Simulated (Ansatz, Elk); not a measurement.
# Sr3Al: X-ray structure factors from the self-consistent density, part 2 of 2

The structure of Sr3Al used here is made up (a known structure type with other elements) and was relaxed beforehand with PBE. The aim is the Fourier transform of its all-electron density, F(hkl), set beside the sum over free spherical atoms that refinements use.

Elk 11.2.3 (patched build); all-electron DFT.

So far: The structure; Ground state and structure factors; The highest occupied states alone.

The structure was built from a prototype and need not be the compound's stable phase.

## (4) Another functional

Level of this step: DFT, LDA (Perdew-Wang), all-electron APW+lo, Dirac cores, scalar-relativistic bands, static density, no spin (Elk).

The difference from free atoms is small, so it is set against the change that LDA (Perdew-Wang) makes.

elk.in

```
tasks
  0
  195

xctype
  3

spinpol
  .false.

rgkmax
  7.0

gmaxvr
  14.0

lmaxo
  7

lmaxapw
  8

swidth
  0.002

tshift
  .false.

ramdisk
  .false.

hmaxvr
  5.5

maxscl
  120

epspot
  1e-06

sppath
  './'

avec
  0.00000000000 8.05117815397 8.05117815397
  8.05117815397 0.00000000000 8.05117815397
  8.05117815397 8.05117815397 0.00000000000

atoms
  2
  'Sr.in'
  3
  0.7500000000 0.7500000000 0.7500000000   0.000000 0.000000 0.000000
  0.5000000000 0.5000000000 0.5000000000   0.000000 0.000000 0.000000
  0.2500000000 0.2500000000 0.2500000000   0.000000 0.000000 0.000000
  'Al.in'
  1
  0.0000000000 0.0000000000 0.0000000000   0.000000 0.000000 0.000000

ngridk
  5 5 5
```

Command:

```sh
$ OMP_NUM_THREADS=4 elk
```

Numbers of over 12 decimals in the logs are rounded to 6 here.

The program printed:

```text
┌─────────────────────────┐
│ Elk code version 11.2.3 │
└─────────────────────────┘

All units are atomic (Hartree, Bohr, etc.)

┌─────────────────────────────────────────────────┐
│ Ground-state run starting from atomic densities │
└─────────────────────────────────────────────────┘

Lattice vectors :
   0.000000000       8.051178154       8.051178154
   8.051178154       0.000000000       8.051178154
   8.051178154       8.051178154       0.000000000

Reciprocal lattice vectors :
 -0.3902028490      0.3902028490      0.3902028490
[...]
muffin-tins (core leakage)
  species : 1 (Sr)
[...]
atom 3                    :    35.96417113     (  0.2366389159E-04)
  species : 2 (Al)
   atom 1                    :    11.05152910     (  0.4809928502E-03)
 total in muffin-tins        :    118.9634507
 total calculated charge     :    126.9994297
 total charge                :    127.0000000
 error                       :   0.5703109143E-03

┌──────────────────────────────┐
│ Self-consistent loop stopped │
└──────────────────────────────┘

Warning : core states of species 2 leak from the muffin-tin :   0.4809928502E-03

Wrote STATE.OUT
[key lines of the parts left out:]
total energy                :     -9770.4580043080
```

Run time: 13 s. Hardware: 4 threads of Intel Xeon 6975P-C (Granite Rapids), shared host; peak memory 0.19 GiB; 22 s of CPU time.

Against the first run R = 0.06 %; the largest change is -0.045 at 866.

## (5) Basis size

A smaller basis shows how fast F responds to it; the change is likely larger than the basis error of the first run, but doesn't show convergence.

Changes to elk.in since step 4:

```diff
@@ -5,3 +5,3 @@
 xctype
-  3
+  20
 
@@ -11,3 +11,3 @@
 rgkmax
-  7.0
+  5.5
```

Command:

```sh
$ OMP_NUM_THREADS=4 elk
```

The program printed:

```text
┌─────────────────────────┐
│ Elk code version 11.2.3 │
└─────────────────────────┘

All units are atomic (Hartree, Bohr, etc.)

┌─────────────────────────────────────────────────┐
│ Ground-state run starting from atomic densities │
└─────────────────────────────────────────────────┘

Lattice vectors :
   0.000000000       8.051178154       8.051178154
   8.051178154       0.000000000       8.051178154
   8.051178154       8.051178154       0.000000000

Reciprocal lattice vectors :
 -0.3902028490      0.3902028490      0.3902028490
[...]
muffin-tins (core leakage)
  species : 1 (Sr)
[...]
atom 3                    :    35.93350260     (  0.2832878484E-04)
  species : 2 (Al)
   atom 1                    :    11.02497502     (  0.4550220459E-03)
 total in muffin-tins        :    118.8431771
 total calculated charge     :    126.9994752
 total charge                :    127.0000000
 error                       :   0.5247858150E-03

┌──────────────────────────────┐
│ Self-consistent loop stopped │
└──────────────────────────────┘

Warning : core states of species 2 leak from the muffin-tin :   0.4550220459E-03

Wrote STATE.OUT
[key lines of the parts left out:]
total energy                :     -9782.2981212699
```

The job ended after 17 s (4 threads; peak memory 0.21 GiB).

Against the first run R = 0.01 %; the largest change is +0.038 at 620.

## (6) A coarser k-mesh

About half the k-points along each axis test the sampling.

Changes to elk.in since step 5:

```diff
@@ -11,3 +11,3 @@
 rgkmax
-  5.5
+  7.0
 
@@ -60,2 +60,2 @@
 ngridk
-  5 5 5
+  2 2 2
```

Command:

```sh
$ OMP_NUM_THREADS=4 elk
```

The program printed:

```text
┌─────────────────────────┐
│ Elk code version 11.2.3 │
└─────────────────────────┘

All units are atomic (Hartree, Bohr, etc.)

┌─────────────────────────────────────────────────┐
│ Ground-state run starting from atomic densities │
└─────────────────────────────────────────────────┘

Lattice vectors :
   0.000000000       8.051178154       8.051178154
   8.051178154       0.000000000       8.051178154
   8.051178154       8.051178154       0.000000000

Reciprocal lattice vectors :
 -0.3902028490      0.3902028490      0.3902028490
[...]
muffin-tins (core leakage)
  species : 1 (Sr)
[...]
atom 3                    :    35.96530100     (  0.2838716907E-04)
  species : 2 (Al)
   atom 1                    :    11.01886991     (  0.4530581057E-03)
 total in muffin-tins        :    118.9374152
 total calculated charge     :    126.9994693
 total charge                :    127.0000000
 error                       :   0.5307261180E-03

┌──────────────────────────────┐
│ Self-consistent loop stopped │
└──────────────────────────────┘

Warning : core states of species 2 leak from the muffin-tin :   0.4530581057E-03

Wrote STATE.OUT
[key lines of the parts left out:]
total energy                :     -9782.3483971087
```

Elapsed: 16 s, on 4 threads; peak memory 0.23 GiB.

Against the first run R = 0.01 %; the largest change is +0.022 at 222.

## (7) Settings against the effect

```
              run  R against the first run (%)  R against neutral atoms, low angle (%)  wall time
    PBE, rgkmax 7                         0.00                                    0.18       19 s
LDA (Perdew-Wang)                         0.06                                    0.16       13 s
       rgkmax 5.5                         0.01                                    0.17       17 s
     k-mesh 2×2×2                         0.01                                    0.19       16 s
```

## (8) Summary of results

| Item | Value |
| --- | --- |
| R against neutral atoms, sin θ/λ < 0.3 Å⁻¹ | 0.18 % |
| R against neutral atoms, 0.3 to 0.82 Å⁻¹ | 0.14 % |

**Reading.** Independent neutral atoms miss the calculated amplitudes by R = 0.18 % below 0.3 Å⁻¹ and 0.14 % from there to 0.82 Å⁻¹; by shells, 0.37 % below 0.15 Å⁻¹ (2 forms), 0.17 % 0.15 to 0.3 (7 forms), 0.07 % 0.3 to 0.45 (14 forms), 0.16 % above 0.45 (80 forms). Bonding, aspherical density and the tables' own atoms all enter these figures, and the runs don't part them. The largest change of an amplitude is +0.25 electrons, at 222. The window's part falls from 9.0 electrons at the origin to at most 0.07 between 0.45 and 0.82 Å⁻¹. Below 0.3 Å⁻¹ the changes that finished (LDA (Perdew-Wang), rgkmax 5.5 and k-mesh 2×2×2) move F by R = 0.04 % at most, against the 0.18 % that separates it from free atoms. Part of the difference isn't bonding: the tables are fits to free atoms and ions calculated by other methods than this functional. Thermal motion, anomalous dispersion and extinction are left out.

[Logs are printed without paths, hosts, clocks, repeated set-up lines and the standing remarks that a program may print on its own settings, such as how far it seeks lower states.]

[Hosts, paths, dates, database ids (printed as entryN), source tags and the programs' standing remarks are cut or masked in the printed files.]
